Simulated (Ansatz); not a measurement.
## What HfC (model cell, started as CsCl type) distorts into

Wanted: the energy along a soft mode of HfC (model cell, started as CsCl type) and the structure at the end.

Calculated with Ansatz 0.2.0; DFT PBEsol, scalar-relativistic, plane waves, PAW.

The structure was built from a prototype and need not be the compound's stable phase.

### 1. The system as given

Symmetry: Pm-3m, No. 221, cubic system. Conventional cell: a = 2.869 Å, b = 2.869 Å, c = 2.869 Å, α = 90.00°, β = 90.00°, γ = 90.00°. Hf has 8 C at 2.48 Å nearest. Nearest to C lie 8 Hf at 2.48 Å. Farther neighbours, and contacts between anions beyond the nearest, are not listed.

### 2. The dispersion

Stability and thermal properties need the whole zone. Linear response on a 4×4×4 q mesh gives force constants as far as a supercell of that size would.

input.yaml reads:

```yaml
crystal:
  lattice:
    - [2.8687710495, 0.0, 0.0]
    - [0.0, 2.8687710495, 0.0]
    - [0.0, 0.0, 2.8687710495]
  atoms:
    - { symbol: Hf, position: [0.0, 0.0, 0.0] }
    - { symbol: C, position: [0.5, 0.5, 0.5] }
kpoints:
  mp_grid: { grid: [16, 16, 16] }
hamiltonian:
  xc: pbesol
scf:
  occupations: { method: methfessel_paxton, width: 0.2 }
output:
  eigenvalues: true
phonons:
  method: dfpt
  qmesh: [4, 4, 4]
  temperatures: { t_max: 1000, t_step: 50 }
  qpath:
    path:
      - [[0.0, 0.0, 0.0], [0.0, 0.5, 0.0], [0.5, 0.5, 0.0], [0.0, 0.0, 0.0], [0.5, 0.5, 0.5], [0.0, 0.5, 0.0]]
      - [[0.5, 0.5, 0.5], [0.5, 0.5, 0.0]]
    npoints: 10
```

Started as:

```bash
$ ansatz run input.yaml --threads 4 --pin off --max-ram 7168MiB --backend cpu --events-out ev --progress --plain --runs-dir out
```

Output:

```text
Engine: ansatz 0.2.0, aarch64-unknown-linux-gnu
Pseudopotentials: kind: paw
Pseudopotential: Hf, paw, valence charge 26, recommended cutoff 420 eV (normal), Hf.paw.azcp
Pseudopotential: C, paw, valence charge 4, recommended cutoff 420 eV (normal), C.paw.azcp
Functional definition: PBEsol
  exchange = pbesol_x
  correlation = pbesol_c
Crystal: 2 atoms, lattice volume = 23.610 Å³
Basis set: ecut = 420 eV, 461 PW (Γ), exchange–correlation on 40×40×40 points (8 copies of the dense FFT grid, shifted against one another)
Bands: 19, of which v1, the nominal top of the filled ones, is band 15 counted from 1 (14 counted from 0)
Symmetry: 48 space group operations
k-points: 165 of 4096
Non-local potential: Hf, projectors of the file, l = 0: 3, l = 1: 2, l = 2: 2, l = 3: 3
Non-local potential: C, projectors of the file, l = 0: 2, l = 1: 2, l = 2: 1
PAW form: soft (Blöchl's): semilocal exchange-correlation on the pseudo side does not see the compensation charge
PAW frozen core: Hf, regenerated for the run's functional, and the local potential with it (the file was generated under x = pbe(κ = 0.804, μ = 0.219515), c = pbe(β = 0.066725))
PAW frozen core: C, regenerated for the run's functional, and the local potential with it (the file was generated under x = pbe(κ = 0.804, μ = 0.219515), c = pbe(β = 0.066725))
PAW one-centre angular grid: Hf, 590 points (default); XC on 64 Gauss nodes
PAW one-centre angular grid: C, 110 points (default); XC on 64 Gauss nodes
Initial density: superposition of atomic densities (neutral atoms: chi_scale 0, normalization atom), corrected by the library's trained network
Initial wavefunctions: pseudopotential atomic-orbital guess
Functional: x = pbesol(κ = 0.804, μ = 0.123457), c = pbesol(β = 0.046)
SCF iter   1: F=—  HF=-15844.043874 eV  |F-HF|=—  |Δ(HF+E_count)|=         —  Δρ=1.77e-2  dr2=1.08e-1  ethr=1.77e-3  ⟨swp⟩=4.6  Hψ=12539  notcnv=0
preconditioner: auto → none  [metal: Δε(μ)=0.009 eV  Ē_g=17.856 eV  σ=0.200 eV  W_gap=0.04  n_scr=6 (ndim 8)  ℏωp=40.4 eV  f_vac=0.000  D(μ)=2.31/eV (n_scr^D=26)  sad-step TF]
SCF iter   2: F=—  HF=-15844.035503 eV  |F-HF|=—  |Δ(HF+E_count)|=   8.37e-3  S|Δr|=    0.00e0  Δρ=1.25e-2  dr2=5.81e-2  ethr=3.59e-4  ⟨swp⟩=1.0  Hψ=4455  notcnv=0
SCF iter   3: F=—  HF=-15844.025805 eV  |F-HF|=—  |Δ(HF+E_count)|=   9.70e-3  S|Δr|=    0.00e0  Δρ=2.01e-3  dr2=4.06e-4  ethr=1.94e-4  ⟨swp⟩=2.0  Hψ=3720  notcnv=0
SCF iter   4: F=—  HF=-15844.025813 eV  |F-HF|=—  |Δ(HF+E_count)|=   7.27e-6  S|Δr|=    0.00e0  Δρ=7.14e-4  dr2=1.01e-4  ethr=1.35e-6  ⟨swp⟩=2.0  Hψ=5689  notcnv=0
SCF iter   5: F=—  HF=-15844.025649 eV  |F-HF|=—  |Δ(HF+E_count)|=   1.64e-4  S|Δr|=    0.00e0  Δρ=2.34e-4  dr2=1.29e-5  ethr=3.36e-7  ⟨swp⟩=2.0  Hψ=5489  notcnv=0
SCF iter   6: F=—  HF=-15844.025635 eV  |F-HF|=—  |Δ(HF+E_count)|=   1.33e-5  S|Δr|=    0.00e0  Δρ=4.11e-5  dr2=4.46e-7  ethr=4.31e-8  ⟨swp⟩=2.1  Hψ=5600  notcnv=0
SCF iter   7: F=—  HF=-15844.025634 eV  |F-HF|=—  |Δ(HF+E_count)|=   1.84e-6  S|Δr|=    0.00e0  Δρ=3.90e-6  dr2=4.04e-9  ethr=1.49e-9  ⟨swp⟩=2.0  Hψ=5613  notcnv=0
SCF iter   8: F=—  HF=-15844.025634 eV  |F-HF|=—  |Δ(HF+E_count)|=   1.85e-9  S|Δr|=    0.00e0  Δρ=2.56e-7  dr2=1.96e-11  ethr=1.35e-11  ⟨swp⟩=2.1  Hψ=5718  notcnv=0
SCF iter   9: F=-15844.025634 eV  HF=-15844.025634 eV  |F-HF|=3.64e-12  |Δ(HF+E_count)|=  1.27e-11  S|Δr|=    0.00e0  Δρ=1.26e-8  dr2=2.99e-14  ethr=1.00e-12  ⟨swp⟩=5.5  Hψ=14316  notcnv=0
the search or the solves at the SCF's close seem to have found levels that the self-consistency loop had missed (the run counts 1). By its estimate they hold under 1e-12 electrons; where the run keeps them, the occupations were computed again with them
SCF 1 converged in 9 iterations: F = -15844.025634 eV  dr2 = 2.99e-14
  greatest PAW one-centre occupation: 0.998 electrons in one spin orbital (limit 2), on the Hf atom at site 0 (counted from 0), in its partial waves of l = 3
Initial density: read from a saved state, or passed on in memory by an earlier SCF of this step, an earlier step, the calling program or the single point that the run made first
iter 1 solved again at ethr=3.52e-9 eV; its pass at ethr=3.10e-3 eV (dr2=1.06e-6 eV) is discarded
SCF iter   1: F=—  HF=-15844.025633 eV  |F-HF|=—  |Δ(HF+E_count)|=         —  Δρ=1.27e-7  dr2=2.05e-12  ethr=3.52e-9  ⟨swp⟩=3.7  Hψ=23171  notcnv=0
eigensolver tolerance schedule: the retry pair's looser diagonalisation over-reported the residual by 514440.57 of it (diagonalisation noise at 1.40 of the residual, at the tolerance the schedule requests for it); recorded, not acted on — ethr = c·dr2/N_el stays at c = 1.0e-1
preconditioner: auto → none  [metal: Δε(μ)=0.012 eV  Ē_g=17.820 eV  σ=0.200 eV  W_gap=0.05  n_scr=6 (ndim 8)  ℏωp=40.4 eV  f_vac=0.000  D(μ)=2.17/eV (n_scr^D=26)]
SCF iter   2: F=—  HF=-15844.025634 eV  |F-HF|=—  |Δ(HF+E_count)|=   5.52e-8  S|Δr|=    0.00e0  Δρ=1.42e-7  dr2=2.82e-12  ethr=1.00e-12  ⟨swp⟩=3.3  Hψ=14529  notcnv=0
SCF iter   3: F=-15844.025634 eV  HF=-15844.025634 eV  |F-HF|=1.82e-12  |Δ(HF+E_count)|=  9.09e-12  S|Δr|=    0.00e0  Δρ=5.98e-8  dr2=4.45e-13  ethr=1.00e-12  ⟨swp⟩=3.0  Hψ=7267  notcnv=0
SCF 2 converged in 3 iterations: F = -15844.025634 eV  dr2 = 4.45e-13
phonons: the bands overlap, so this run is a metal and interpolates without the dipole-dipole term. If the crystal is really an insulator or semiconductor, its LO-TO splitting is missing
NSCF: frozen V_eff on 165 k-points
NSCF: frozen V_eff on 405 k-points
DFPT response loops at q = (0, 0, 0) (fractional): preconditioner auto → Kerker (q_TF=auto, 2.839 Å⁻¹) (partly filled bands, converged f_vac=0.000); β = 1.00, the filter's whole step (`scf.mixing.beta` (0.50) is not read by the response loops under this deck's `scf.mixing.preconditioner`; to damp them name `kerker` or `kerker_dos`, under which they read `scf.mixing.beta`, and type it under 1.00, their step now; both keys bind the ground state too); Broyden in place of MSR1
NSCF: frozen V_eff on 2592 k-points
DFPT response loops at q = (0, 0, 0.25) (fractional): mixed as the last ones told, above
NSCF: frozen V_eff on 1458 k-points
DFPT response loops at q = (0, 0, -0.5) (fractional): mixed as the last ones told, above
NSCF: frozen V_eff on 4608 k-points
DFPT response loops at q = (0, 0.25, 0.25) (fractional): mixed as the last ones told, above
NSCF: frozen V_eff on 2592 k-points
DFPT response loops at q = (0, 0.25, -0.5) (fractional): mixed as the last ones told, above
NSCF: frozen V_eff on 1458 k-points
DFPT response loops at q = (0, -0.5, -0.5) (fractional): mixed as the last ones told, above
NSCF: frozen V_eff on 4352 k-points
DFPT response loops at q = (0.25, 0.25, 0.25) (fractional): mixed as the last ones told, above
NSCF: frozen V_eff on 4608 k-points
DFPT response loops at q = (0.25, 0.25, -0.5) (fractional): mixed as the last ones told, above
NSCF: frozen V_eff on 2592 k-points
DFPT response loops at q = (0.25, -0.5, -0.5) (fractional): mixed as the last ones told, above
NSCF: frozen V_eff on 810 k-points
DFPT response loops at q = (-0.5, -0.5, -0.5) (fractional): mixed as the last ones told, above
SCF converged after 9 iterations
Stability not checked: this state was not tested for a lower state beside it, because cold or Methfessel-Paxton smearing, or corrected tetrahedra, fill the levels in a way that the test cannot read (fill_not_monotonic; see scf.lower_state_search)
Free energy (F): -15844.025634 eV
Harris-Foulkes:  -15844.025634 eV  (|F-HF|=3.64e-12)
Internal energy: -15844.022055 eV  (E = F + TS)
E sigma→0 (E₀):  -15844.024739 eV
Entropy (-TS):   -0.003579 eV (-1.789 meV/atom)
Fermi energy:    21.763722 eV
--- Per-component energies (eV) ---
  E_band       = 153.734292
  E_kinetic    = 513.539758
  E_local      = -4870.381717  (includes V_loc(G=0)·N_el)
  E_nonlocal   = -1211.381819
  E_hartree    = 2318.161011
  E_xc         = -346.666412
  E_vxc        = -327.055576  (∫ρ·V_xc dr)
  E_paw        = -6902.320146  (= ΣΔE_a)
  E_vpaw       = 1412.691635  (= ΣTr[D̂ρ^β])
  E_aug_tail   = 0.000004  (compensation charges beyond the density's cutoff)
  E_ewald      = -5346.244926
  E_core_change = 1.272192  (= ΣΔE_core)
  E_smearing   = -0.003579  (= −TS)
  E_closure    = 0.000000  (closes the sum)
  Σ components = -15844.025634   (vs F -15844.025634, Δ=0.00e0)
--- Band table (eV; the first three rows and the last of 165) ---
  k-point 0: bands = [... 11 lower, 10.4329, 19.7383, 19.7383, 22.9484, 22.9484, 22.9484, 28.1156, 28.1156]
  k-point 1: bands = [... 11 lower, 10.4322, 19.6976, 19.7774, 22.8358, 22.8358, 22.8953, 28.1368, 28.2047]
  k-point 2: bands = [... 11 lower, 10.4303, 19.4535, 19.8913, 22.5330, 22.5330, 22.9583, 28.1979, 28.4493]
  k-point 164: bands = [... 11 lower, 14.7778, 16.0596, 16.0596, 16.0596, 30.8349, 30.8349, 30.8349, 31.2129]
--- Phonons (Γ-DFPT): 2 representative perturbations + reference (Σ response iterations 6) ---
  ASR residual: 6.375e-6 → 0.000e0 eV/Å²; symmetrization residual: 4.446e-7 eV/Å²
  ASR residual per site (eV/Å²): 6.38e-6 1.32e-6
  Γ frequencies (cm⁻¹): 0.00 0.00 0.00 147.40 147.40 147.40
--- Phonons (arbitrary-q DFPT): 10 irreducible q on the 4×4×4 mesh ---
  q = [0.0000, 0.0000, 0.0000] (star 1, of the zone-centre solve; hermiticity 9.89e-7, symmetrization 3.65e-11): -0.00 0.00 0.00 147.40 147.40 147.40
  q = [0.0000, 0.0000, 0.2500] (star 6, 4 solved perturbations in 4032 linear systems a pass and spin channel, the states on 1296 of 4096 k-point pairs; hermiticity 7.65e-8, symmetrization 2.07e-12): -108.11 -108.11 97.10 157.51 157.51 376.42
  q = [0.0000, 0.0000, -0.5000] (star 3, 4 solved perturbations in 2268 linear systems a pass and spin channel, the states on 729 of 4096 k-point pairs; hermiticity 7.77e-9, symmetrization 3.06e-9): -153.81 -153.81 136.77 136.77 141.70 470.62
  q = [0.0000, 0.2500, 0.2500] (star 12, 4 solved perturbations in 7056 linear systems a pass and spin channel, the states on 2304 of 4096 k-point pairs; hermiticity 8.25e-8, symmetrization 8.50e-14): -179.30 53.88 100.37 119.60 342.91 343.21
  q = [0.0000, 0.2500, -0.5000] (star 12, 6 solved perturbations on 1296 of 4096 k-point pairs; hermiticity 7.28e-8, symmetrization 9.32e-9): -221.28 -131.83 80.68 185.86 341.01 460.67
  q = [0.0000, -0.5000, -0.5000] (star 3, 4 solved perturbations in 2268 linear systems a pass and spin channel, the states on 729 of 4096 k-point pairs; hermiticity 3.82e-8, symmetrization 1.53e-11): -356.30 -161.51 196.42 196.42 407.07 407.07
  q = [0.2500, 0.2500, 0.2500] (star 8, 2 solved perturbations on 2176 of 4096 k-point pairs; hermiticity 1.11e-7, symmetrization 5.94e-13): 57.23 57.23 61.33 227.90 330.23 330.23
  q = [0.2500, 0.2500, -0.5000] (star 12, 4 solved perturbations in 7056 linear systems a pass and spin channel, the states on 2304 of 4096 k-point pairs; hermiticity 7.13e-8, symmetrization 4.97e-9): 72.66 77.17 136.49 195.86 348.79 441.92
  q = [0.2500, -0.5000, -0.5000] (star 6, 4 solved perturbations in 4032 linear systems a pass and spin channel, the states on 1296 of 4096 k-point pairs; hermiticity 5.42e-8, symmetrization 5.08e-9): 60.18 70.34 178.98 178.98 402.37 402.37
  q = [-0.5000, -0.5000, -0.5000] (star 1, 2 solved perturbations on 405 of 4096 k-point pairs; hermiticity 5.30e-9, symmetrization 2.65e-9): 153.01 153.01 153.01 376.38 376.38 376.38
  sum rule: each row above includes the acoustic sum rule's correction from the zone centre's row sums; it moved no ω² by more than (0.17 cm⁻¹)²
  mesh force constants: q→R imaginary residual 3.86e-19; ASR residual 6.375e-6 → 0.000e0 eV/Å²; symmetrization residual 9.770e-15 eV/Å²
  interpolated dispersion: 62 rows × 6 modes
  density of states and harmonic sums: on the 24×24×24 q-mesh, interpolated from the force constants of a 4×4×4 supercell (no non-analytic term)
  largest difference from the sums on the solved wave vectors: F 1.46e-1 eV, S 2.00e-4 and C_V 5.52e-5 eV/K
  zero-point energy: 0.065481 eV/cell   skipped modes (ω ≤ 0): 724, of them read as no rigid motion or as one in doubt: 721 (1.612e0 modes/cell left out, lowest -356.30 cm⁻¹)   left out of the sums: 2.69e-1 of the cell's modes: C_V's classical limit lies that fraction below 3 k_B per atom; for a crystal, a wire or a layer, F and S can be off by more, and a phonons.interpolated_qmesh denser along its periods is the remedy for the sampling
```

It took 6.9 min on 4 threads of Arm Neoverse V2, shared host; peak memory 3 GiB; 26 min of CPU time.

Reading the cycles: dr2 is the Hartree energy of the density residual (eV), the measure of convergence; HF is the Harris–Foulkes estimate of the energy, which meets the free energy F at convergence.

Read from the output:

```
volume per atom                                         : 11.80 Å³
gap on the k-mesh                                       : 0 eV
sum-rule residual before enforcement                    : 6.38e-6 eV/Å²
lowest frequency on the path                            : -356.3 cm⁻¹
point group                                             : m-3m
highest frequency on path, mesh or solved points        : 471.9 cm⁻¹
highest optical mode at the zone centre (no LO-TO term) : 147.4 cm⁻¹
lowest optical zone-centre mode                         : 147.4 cm⁻¹
lowest mode on the q mesh (acoustic modes at Γ apart)   : -356.3 cm⁻¹
```

Frequencies (cm⁻¹) solved at each irreducible wavevector; negative means imaginary. Frequencies by wavevector, by row:

| q in reciprocal lattice units | star | mode 1 | mode 2 | mode 3 | mode 4 | mode 5 | mode 6 |
| --- | --- | --- | --- | --- | --- | --- | --- |
| 0 0 0 | 1 | 0 | 0 | 0 | 147.4 | 147.4 | 147.4 |
| 0 0 0.25 | 6 | -108.1 | -108.1 | 97.1 | 157.5 | 157.5 | 376.4 |
| 0 0 -0.5 | 3 | -153.8 | -153.8 | 136.8 | 136.8 | 141.7 | 470.6 |
| 0 0.25 0.25 | 12 | -179.3 | 53.9 | 100.4 | 119.6 | 342.9 | 343.2 |
| 0 0.25 -0.5 | 12 | -221.3 | -131.8 | 80.7 | 185.9 | 341 | 460.7 |
| 0 -0.5 -0.5 | 3 | -356.3 | -161.5 | 196.4 | 196.4 | 407.1 | 407.1 |
| 0.25 0.25 0.25 | 8 | 57.2 | 57.2 | 61.3 | 227.9 | 330.2 | 330.2 |
| 0.25 0.25 -0.5 | 12 | 72.7 | 77.2 | 136.5 | 195.9 | 348.8 | 441.9 |
| 0.25 -0.5 -0.5 | 6 | 60.2 | 70.3 | 179 | 179 | 402.4 | 402.4 |
| -0.5 -0.5 -0.5 | 1 | 153 | 153 | 153 | 376.4 | 376.4 | 376.4 |

Interpolated from a 4×4×4 q mesh. The phonon branches at the labelled points (cm⁻¹):

| point | branch 1 | branch 2 | branch 3 | branch 4 | branch 5 | branch 6 |
| --- | --- | --- | --- | --- | --- | --- |
| Γ | 0 | 0 | 0 | 147 | 147 | 147 |
| halfway | -108 | -108 | 97 | 158 | 158 | 376 |
| X | -154 | -154 | 137 | 137 | 142 | 471 |
| halfway | -221 | -132 | 81 | 186 | 341 | 461 |
| M | -356 | -162 | 196 | 196 | 407 | 407 |
| halfway | -179 | 54 | 100 | 120 | 343 | 343 |
| Γ | 0 | 0 | 0 | 147 | 147 | 147 |
| halfway | 57 | 57 | 61 | 228 | 330 | 330 |
| R | 153 | 153 | 153 | 376 | 376 | 376 |
| halfway | 73 | 77 | 136 | 196 | 349 | 442 |
| X | -154 | -154 | 137 | 137 | 142 | 471 |
| jump to R | 153 | 153 | 153 | 376 | 376 | 376 |
| halfway | 60 | 70 | 179 | 179 | 402 | 402 |
| M | -356 | -162 | 196 | 196 | 407 | 407 |

The phonon branches as a text plot (rows in cm⁻¹):

```
    455 |     *******                               ******
    420 |    *       *****                        **          ***
    386 |   *       ***   ***              ********       ****
    351 |                    *           **  *  *  **     *
    317 |          *          *         *   *    *   *
    282 |  *                           *   *      *   *    *
    248 |         *            *     *** **
    213 | *           **        *   *** *          **  *    *
    179 |*        ***** ***      * *             *** ****  ******
    144 |*********  **    *** *****        ******** *   ****
    110 |   ***  *         ***           **        * * *    *
     75 |  *                  *         *           * *      *
     41 |**                *** **       *
      6 |                        ***
    -28 |**                   **** **  *             *
    -63 |  *       *            *   ****             *
    -97 |   *     *       *    *                      *       *
   -132 |    **  *****   *    *                        **      *
   -167 |      *** *  ***    *                           *      *
   -201 |
   -236 |                  **
   -270 |           *     *                                   *
   -305 |            *   *                                     *
   -339 |             ***                                       *
         Γ      X      M          Γ            R        X|R     M
```

Symmetry leaves 10 wavevectors to solve. The lowest mode among them, the acoustic zeros apart, lies at q = (0, -0.5, -0.5) and is imaginary, 356.3i cm⁻¹, so the energy falls along it.

### 3. The mode frozen in, largest atomic shift 0 Å

The mode followed lies at q = (0, -0.5, -0.5) with frequency 356.3i cm⁻¹, the softest among the wavevectors solved. At small amplitude the pattern taken leaves space group no. 129 by a symmetry search on the positions. The undistorted cell that holds it gives the zero of energy on the same k mesh.

System of this step: HfC (model cell, started as CsCl type). It takes space group Pm-3m (No. 221, cubic). Conventional cell: a = 2.869 Å, b = 2.869 Å, c = 2.869 Å, α = 90.00°, β = 90.00°, γ = 90.00°. Nearest to Hf lie 8 C at 2.48 Å. C has 8 Hf at 2.48 Å nearest. Farther neighbours, and contacts between anions beyond the nearest, are not listed.

input.yaml reads:

```yaml
crystal:
  lattice:
    - [-2.8687710495, 0.0, 0.0]
    - [0.0, -2.8687710495, -2.8687710495]
    - [0.0, -2.8687710495, 2.8687710495]
  atoms:
    - { symbol: Hf, position: [1.0, 0.5, 0.5] }
    - { symbol: Hf, position: [1.0, 0.0, 0.0] }
    - { symbol: C, position: [0.5, 0.0, 0.5] }
    - { symbol: C, position: [0.5, 0.5, 0.0] }
kpoints:
  mp_grid: { grid: [14, 10, 10] }
hamiltonian:
  xc: pbesol
scf:
  occupations: { method: methfessel_paxton, width: 0.2 }
output:
  forces: true
  stress: true
  eigenvalues: true
```

Output:

```text
[...]
Crystal: 4 atoms, lattice volume = 47.219 Å³
Basis set: ecut = 420 eV, 929 PW (Γ), exchange–correlation on 40×60×60 points (8 copies of the dense FFT grid, shifted against one another)
Bands: 36, of which v1, the nominal top of the filled ones, is band 30 counted from 1 (29 counted from 0)
Symmetry: 32 space group operations
[...]
k-points: 168 of 1400
[...]
k-point 0: bands = [... 26 lower, 19.7390, 19.7391, 20.5641, 22.9471, 22.9484, 22.9484, 23.8344, 24.9514, ... 2 higher]
  k-point 1: bands = [... 26 lower, 19.7247, 19.7607, 21.0135, 22.6121, 22.8089, 23.0775, 23.3391, 25.0119, ... 2 higher]
  k-point 2: bands = [... 26 lower, 19.6844, 19.7237, 21.6657, 21.9595, 22.4874, 22.6875, 23.4562, 25.1905, ... 2 higher]
  k-point 167: bands = [... 26 lower, 19.1747, 19.1747, 20.5633, 20.5633, 23.8360, 23.8360, 24.9507, 24.9507, ... 2 higher]
[key lines of the parts left out:]
SCF converged after 7 iterations
Free energy (F): -31688.046653 eV
Fermi energy:    21.768228 eV
P = ⅓ Tr σ = -0.0705 GPa (-0.705 kbar)
```

It took 3.2 s on 4 threads; peak memory 0.49 GiB.

Read from the output:

| Quantity | Value |
| --- | --- |
| pressure | -0.07050 GPa |
| energy from the undistorted cell | 0 meV/atom |

The run ends at a pressure of -0.07 GPa.

(Continued in part 2 of 2.)

[Long decimals in the printed logs are rounded to 6 places.]

[Logs are printed without paths, hosts, clocks, repeated set-up lines and the standing remarks that a program may print on its own settings, such as how far it seeks lower states.]

[Hosts, paths, dates, database ids (printed as entryN), source tags and the programs' standing remarks are cut or masked in the printed files.]

[Where the starting crystal was built by hand or by swapping elements, it need not be the compound's stable phase.]
